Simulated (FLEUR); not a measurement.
## Collinear magnetic orders of Cr (Chromium) with FLEUR

Wanted: the moments of Cr (Chromium) and the energy of each order that was tried.

Program: FLEUR MaX-R8.1. Level of theory: PBE; all-electron FLAPW, Dirac cores, scalar-relativistic bands. Results are calculated unless marked as measured.

Most raw output is cut from this account.

## (1) The starting structure

The structure is cubic, space group Im-3m (No. 229). Conventional cell: a = 2.884 Å, b = 2.884 Å, c = 2.884 Å, α = 90.00°, β = 90.00°, γ = 90.00°. Cr has 8 Cr at 2.50 Å nearest.

As a file:

```
Cr
1.0
    -1.44195    1.44195    1.44195
     1.44195   -1.44195    1.44195
     1.44195    1.44195   -1.44195
Cr
1
Direct
  0.00000 0.00000 0.00000
```

## (2) Order 1, typed as ferro +

The parallel start is the test of whether parallel moments hold.

inpgen writes inp.xml from crystal.txt; cutoffs, mixing, functional, smearing and local orbitals are then set in the file. The k list default-1 (kpts.xml, not shown) is a Γ-centred 16×16×16 mesh; where the ranks do not divide the number of points, some are split in two of half the weight.

Contents of inp.xml:

```
<?xml version="1.0" encoding="UTF-8" standalone="no"?>
<fleurInput fleurInputVersion="0.39">
   <comment>
      Cr
   </comment>
   <calculationSetup>
      <cutoffs Kmax="3.6" Gmax="10.8" GmaxXC="10.8" numbands="0"/>
      <scfLoop itmax="90" minDistance="0.00002" maxIterBroyd="15" imix="Anderson" alpha="0.05" precondParam="0.0" spinf="2.0" sdNocoIR="T"/>
      <coreElectrons ctail="T" frcor="F" kcrel="0" coretail_lmax="0"/>
      <xcFunctional name="pbe" relativisticCorrections="F"/>
      <magnetism jspins="2"/>
      <soc l_soc="F" theta="0.0" phi="0.0" spav="F"/>
      <expertModes spex="0" secvar="F"/>
      <geometryOptimization l_f="F" forcealpha="1.0" forcemix="BFGS" epsdisp="0.00001" epsforce="0.00001"/>
      <ldaU l_linMix="F" mixParam="0.05" spinf="1.0"/>
   </calculationSetup>
   <cell>
      <bzIntegration valenceElectrons="14.0" mode="hist" fermiSmearingEnergy="0.00183747">
         <kPointListSelection listName="default-1"/>
         <xi:include xmlns:xi="http://www.w3.org/2001/XInclude" href="kpts.xml"> </xi:include>
      </bzIntegration>
      <xi:include xmlns:xi="http://www.w3.org/2001/XInclude" href="sym.xml"> </xi:include>
      <bulkLattice scale="1.0">
         <bravaisMatrix>
            <row-1>   -2.7248905853669698     2.7248905853669698     2.7248905853669698</row-1>
            <row-2>    2.7248905853669698    -2.7248905853669698     2.7248905853669698</row-2>
            <row-3>    2.7248905853669698     2.7248905853669698    -2.7248905853669698</row-3>
         </bravaisMatrix>
      </bulkLattice>
   </cell>
   <atomSpecies>
      <species name="Chromium (2.500" element="Cr" atomicNumber="24">
         <mtSphere radius="2.3" gridPoints="761" logIncrement="0.016"/>
         <atomicCutoffs lmax="8" lnonsphr="6"/>
         <electronConfig flipSpins="F">
            <coreConfig>(1s1/2) (2s1/2) (2p1/2) (2p3/2)</coreConfig>
            <valenceConfig>(3s1/2) (3p1/2) (3p3/2) (4s1/2) (3d3/2) (3d5/2)</valenceConfig>
            <stateOccupation state="(4s1/2)" spinUp="0.5" spinDown="0.5"/>
            <stateOccupation state="(3d3/2)" spinUp="1.0" spinDown="1.0"/>
            <stateOccupation state="(3d5/2)" spinUp="2.75" spinDown="0.25"/>
         </electronConfig>
         <energyParameters s="4" p="4" d="3" f="4"/>
         <lo type="SCLO" l="0" n="3" eDeriv="0"/>
         <lo type="SCLO" l="1" n="3" eDeriv="0"/>
      </species>
   </atomSpecies>
   <atomGroups>
      <atomGroup species="Chromium (2.500">
         <relPos label="                   1">.0000000000 .0000000000 .0000000000</relPos>
         <force calculate="T" relaxXYZ="TTT"/>
      </atomGroup>
   </atomGroups>
   <output dos="F" band="F" slice="F">
      <bandDOS minEnergy="-.5*Htr" maxEnergy="0.5*Htr" sigma="0.015" storeEVData="T"/>
      <plotting iplot="0" polar="F">
         <plot TwoD="T" vec1="  1.0  0.0  0.0" vec2="  0.0  1.0  0.0" vec3="  0.0  0.0  1.0" zero="  0.0  0.0  0.0" file="plot"/>
      </plotting>
      <moessbauerParams electricFieldGradient="F" isomerShift="F" coreHyperfine="F" valenceHyperfine="F"/>
   </output>
</fleurInput>
```

Contents of crystal.txt:

```
Cr
&input film=F cartesian=F /
-1.44195000000  1.44195000000  1.44195000000
1.44195000000  -1.44195000000  1.44195000000
1.44195000000  1.44195000000  -1.44195000000
1.8897261246
1.0 1.0 1.0

1
24 0.00000000000  0.00000000000  0.00000000000 : 2.500

&kpt div1=16 div2=16 div3=16 gamma=T /
```

The run is started by

```
> OMP_NUM_THREADS=1 inpgen -f crystal.txt > inpgen.log  # inp.xml is then edited as shown
> OMP_NUM_THREADS=1 mpirun -n 2 fleur_MPI > fleur.log
```

The job ended after 11 s (2 MPI ranks of Arm Neoverse V2, shared host; peak memory 0.1 GiB).

This step gave:

```yaml
free_energy: -28596.1440 eV
program_s_band_gap_on_this_mesh_in_a_metal_only_a_level_spacing: 9.90e-9 eV
final_state: non-magnetic
```

After 22 cycles the seed has died away: no moment is left.

## (3) Order 2, typed as antiferro q=(1/2,1/2,1/2) +-

Reversing part of the moments tests the sign of the couplings between them.

This order needs a doubled cell of 2 atoms. The mesh is halved along the doubled vector, so that both cells sample the same points. The k list default-1 (kpts.xml, not shown) is a Γ-centred 8×16×16 mesh.

inp.xml, as its differences from that of step 2:

```diff
@@ -17,3 +17,3 @@
    <cell>
-      <bzIntegration valenceElectrons="14.0" mode="hist" fermiSmearingEnergy="0.00183747">
+      <bzIntegration valenceElectrons="28.0" mode="hist" fermiSmearingEnergy="0.00183747">
          <kPointListSelection listName="default-1"/>
@@ -24,5 +24,5 @@
          <bravaisMatrix>
-            <row-1>   -2.7248905853669698     2.7248905853669698     2.7248905853669698</row-1>
-            <row-2>    2.7248905853669698    -2.7248905853669698     2.7248905853669698</row-2>
-            <row-3>    2.7248905853669698     2.7248905853669698    -2.7248905853669698</row-3>
+            <row-1>   -5.4497811707339396     5.4497811707339396     5.4497811707339396</row-1>
+            <row-2>    0.0000000000000000     0.0000000000000000     5.4497811707339396</row-2>
+            <row-3>    0.0000000000000000     5.4497811707339396     0.0000000000000000</row-3>
          </bravaisMatrix>
@@ -45,2 +45,16 @@
       </species>
+      <species name="Chromium (-2.500" element="Cr" atomicNumber="24">
+         <mtSphere radius="2.3" gridPoints="761" logIncrement="0.016"/>
+         <atomicCutoffs lmax="8" lnonsphr="6"/>
+         <electronConfig flipSpins="F">
+            <coreConfig>(1s1/2) (2s1/2) (2p1/2) (2p3/2)</coreConfig>
+            <valenceConfig>(3s1/2) (3p1/2) (3p3/2) (4s1/2) (3d3/2) (3d5/2)</valenceConfig>
+            <stateOccupation state="(4s1/2)" spinUp="0.5" spinDown="0.5"/>
+            <stateOccupation state="(3d3/2)" spinUp="1.0" spinDown="1.0"/>
+            <stateOccupation state="(3d5/2)" spinUp="0.25" spinDown="2.75"/>
+         </electronConfig>
+         <energyParameters s="4" p="4" d="3" f="4"/>
+         <lo type="SCLO" l="0" n="3" eDeriv="0"/>
+         <lo type="SCLO" l="1" n="3" eDeriv="0"/>
+      </species>
    </atomSpecies>
@@ -49,2 +63,6 @@
          <relPos label="                   1">.0000000000 .0000000000 .0000000000</relPos>
+         <force calculate="T" relaxXYZ="TTT"/>
+      </atomGroup>
+      <atomGroup species="Chromium (-2.500">
+         <relPos label="                   2">1.000/2.000 .0000000000 .0000000000</relPos>
          <force calculate="T" relaxXYZ="TTT"/>
```

Contents of crystal.txt:

```
Cr
&input film=F cartesian=F /
-2.88390000000  2.88390000000  2.88390000000
0.00000000000  0.00000000000  2.88390000000
0.00000000000  2.88390000000  0.00000000000
1.8897261246
1.0 1.0 1.0

2
24 0.00000000000  0.00000000000  0.00000000000 : 2.500
24 0.50000000000  0.00000000000  0.00000000000 : -2.500

&kpt div1=8 div2=16 div3=16 gamma=T /
```

It took 64 s on 2 MPI ranks; peak memory 0.14 GiB; 2.1 min of CPU time.

This step gave:

```
free energy                                                       : -57192.3275 eV
program's band gap on this mesh (in a metal only a level spacing) : 7.00e-10 eV
magnetization                                                     : 0 μB
final state                                                       : antiferromagnetic
largest moment                                                    : 1.181 μB
```

It lies 19.7 meV a seeded atom under the first start, and its largest moment is 1.18 μB against 0 μB.

## (4) Start 3: antiferro q=(0,0,1/2) +-

An opposed order shows whether neighbours prefer unlike signs.

This order needs a doubled cell of 2 atoms. The mesh is halved along the doubled vector, so that both cells sample the same points. The k list default-1 (kpts.xml, not shown) is a Γ-centred 16×16×8 mesh.

inp.xml, as its differences from that of step 3:

```diff
@@ -24,5 +24,5 @@
          <bravaisMatrix>
-            <row-1>   -5.4497811707339396     5.4497811707339396     5.4497811707339396</row-1>
-            <row-2>    0.0000000000000000     0.0000000000000000     5.4497811707339396</row-2>
-            <row-3>    0.0000000000000000     5.4497811707339396     0.0000000000000000</row-3>
+            <row-1>   -2.7248905853669698     2.7248905853669698     2.7248905853669698</row-1>
+            <row-2>    2.7248905853669698    -2.7248905853669698     2.7248905853669698</row-2>
+            <row-3>    5.4497811707339396     5.4497811707339396    -5.4497811707339396</row-3>
          </bravaisMatrix>
@@ -66,3 +66,3 @@
       <atomGroup species="Chromium (-2.500">
-         <relPos label="                   2">1.000/2.000 .0000000000 .0000000000</relPos>
+         <relPos label="                   2">.0000000000 .0000000000 1.000/2.000</relPos>
          <force calculate="T" relaxXYZ="TTT"/>
```

Contents of crystal.txt:

```
Cr
&input film=F cartesian=F /
-1.44195000000  1.44195000000  1.44195000000
1.44195000000  -1.44195000000  1.44195000000
2.88390000000  2.88390000000  -2.88390000000
1.8897261246
1.0 1.0 1.0

2
24 0.00000000000  0.00000000000  0.00000000000 : 2.500
24 0.00000000000  0.00000000000  0.50000000000 : -2.500

&kpt div1=16 div2=16 div3=8 gamma=T /
```

The job ended after 3 min (2 MPI ranks; peak memory 0.19 GiB).

The spin moment in the muffin-tin sphere vanishes on all atoms.

Numbers from this step:

```yaml
free_energy: -57192.2880 eV
final_state: non-magnetic
```

It ends in the same state without moments as the first start; the 8.2e-6 meV a seeded atom between them is numerical noise.

## (5) Energies of the orders

Free energies are divided by the number of seeded atoms, so that cells of unlike size compare. Wavevectors q in the names are fractions of the primitive cell's reciprocal vectors.

Orders:

| start | final state | typed order kept | energy over the lowest (meV a seeded atom) | largest sphere moment (μB) | net moment (μB a primitive cell) | mesh matched | CPU time (s) |
| --- | --- | --- | --- | --- | --- | --- | --- |
| ferro + | non-magnetic | no | 19.72 | 0 | 0 | yes | 22.3 |
| antiferro q=(1/2,1/2,1/2) +- | antiferromagnetic | yes | 0 | 1.181 | 0 | yes | 127 |
| antiferro q=(0,0,1/2) +- | non-magnetic | no | 19.72 | 0 | 0 | yes | 361.6 |

## (6) Spin–orbit coupling, moments along [001]

Spin–orbit coupling ties the spins to the lattice and lets orbital moments form.

A new self-consistent run of the start antiferro q=(1/2,1/2,1/2) +-, with the moments along z. The k list default-1 (kpts.xml, not shown) is a Γ-centred 8×16×16 mesh.

inp.xml, as its differences from that of step 2:

```diff
@@ -6,3 +6,3 @@
    <calculationSetup>
-      <cutoffs Kmax="3.6" Gmax="10.8" GmaxXC="10.8" numbands="0"/>
+      <cutoffs Kmax="3.6" Gmax="10.8" GmaxXC="10.8" numbands="38"/>
       <scfLoop itmax="90" minDistance="0.00002" maxIterBroyd="15" imix="Anderson" alpha="0.05" precondParam="0.0" spinf="2.0" sdNocoIR="T"/>
@@ -11,3 +11,3 @@
       <magnetism jspins="2"/>
-      <soc l_soc="F" theta="0.0" phi="0.0" spav="F"/>
+      <soc l_soc="T" theta="0.0" phi="0.0" spav="F"/>
       <expertModes spex="0" secvar="F"/>
@@ -17,3 +17,3 @@
    <cell>
-      <bzIntegration valenceElectrons="14.0" mode="hist" fermiSmearingEnergy="0.00183747">
+      <bzIntegration valenceElectrons="28.0" mode="hist" fermiSmearingEnergy="0.00183747">
          <kPointListSelection listName="default-1"/>
@@ -24,5 +24,5 @@
          <bravaisMatrix>
-            <row-1>   -2.7248905853669698     2.7248905853669698     2.7248905853669698</row-1>
-            <row-2>    2.7248905853669698    -2.7248905853669698     2.7248905853669698</row-2>
-            <row-3>    2.7248905853669698     2.7248905853669698    -2.7248905853669698</row-3>
+            <row-1>   -5.4497811707339396     5.4497811707339396     5.4497811707339396</row-1>
+            <row-2>    0.0000000000000000     0.0000000000000000     5.4497811707339396</row-2>
+            <row-3>    0.0000000000000000     5.4497811707339396     0.0000000000000000</row-3>
          </bravaisMatrix>
@@ -45,2 +45,16 @@
       </species>
+      <species name="Chromium (-2.500" element="Cr" atomicNumber="24">
+         <mtSphere radius="2.3" gridPoints="761" logIncrement="0.016"/>
+         <atomicCutoffs lmax="8" lnonsphr="6"/>
+         <electronConfig flipSpins="F">
+            <coreConfig>(1s1/2) (2s1/2) (2p1/2) (2p3/2)</coreConfig>
+            <valenceConfig>(3s1/2) (3p1/2) (3p3/2) (4s1/2) (3d3/2) (3d5/2)</valenceConfig>
+            <stateOccupation state="(4s1/2)" spinUp="0.5" spinDown="0.5"/>
+            <stateOccupation state="(3d3/2)" spinUp="1.0" spinDown="1.0"/>
+            <stateOccupation state="(3d5/2)" spinUp="0.25" spinDown="2.75"/>
+         </electronConfig>
+         <energyParameters s="4" p="4" d="3" f="4"/>
+         <lo type="SCLO" l="0" n="3" eDeriv="0"/>
+         <lo type="SCLO" l="1" n="3" eDeriv="0"/>
+      </species>
    </atomSpecies>
@@ -49,2 +63,6 @@
          <relPos label="                   1">.0000000000 .0000000000 .0000000000</relPos>
+         <force calculate="T" relaxXYZ="TTT"/>
+      </atomGroup>
+      <atomGroup species="Chromium (-2.500">
+         <relPos label="                   2">1.000/2.000 .0000000000 .0000000000</relPos>
          <force calculate="T" relaxXYZ="TTT"/>
```

Contents of crystal.txt:

```
Cr
&input film=F cartesian=F /
-2.88390000000  2.88390000000  2.88390000000
0.00000000000  0.00000000000  2.88390000000
0.00000000000  2.88390000000  0.00000000000
1.8897261246
1.0 1.0 1.0

2
24 0.00000000000  0.00000000000  0.00000000000 : 2.500
24 0.50000000000  0.00000000000  0.00000000000 : -2.500

&soc 0.0000000 0.0000000 /
&kpt div1=8 div2=16 div3=16 gamma=T /
```

It took 13 min on 2 MPI ranks; peak memory 0.6 GiB.

Numbers from this step:

| Property | Result |
| --- | --- |
| free energy | -57192.3441 eV |
| magnetization | 0 μB |
| final state | antiferromagnetic |
| largest moment | 1.178 μB |
| orbital moment along the spin | -0.00754 μB |

Orbital moment in the sphere, along the spin axis by atom:

| atom | orbital moment in the sphere, along the spin axis (μB) |
| --- | --- |
| Cr1 | -0.0075 |
| Cr2 | 0.0075 |

## (7) What came out

```yaml
lowest_state_found: antiferromagnetic (typed antiferro q=(1/2,1/2,1/2) +-)
largest_site_spin_moment: 1.18 μB
next_finished_state: non-magnetic, 19.7 meV a seeded atom higher
orbital_moment_on_the_atom_of_largest_spin_along_its_spin_spin_orbit_run: -0.00754 μB
```

In words: The lowest state found is antiferromagnetic, reached from the start antiferro q=(1/2,1/2,1/2) +-, with moments up to 1.18 μB. 2 starts left the typed pattern (a sign turned, or a seeded moment died or shrank under 0.15 μB), so such an energy belongs to the state reached, not the one typed. On the atom of largest spin the orbital moment is almost quenched. This is the lowest of 3 finished starts, no proof of the ground state.

[Logs and program files are shortened in this print: banners, set-up blocks, solver, clock and traceback lines can be left out without a mark of their own.]

[Logs are printed without paths, hosts, clocks, repeated set-up lines and the standing remarks that a program may print on its own settings, such as how far it seeks lower states.]

[Hosts, paths, dates, database ids (printed as entryN), source tags and the programs' standing remarks are cut or masked in the printed files.]

[Where a cell is said to come from a database of computed structures, the database is the Materials Project.]
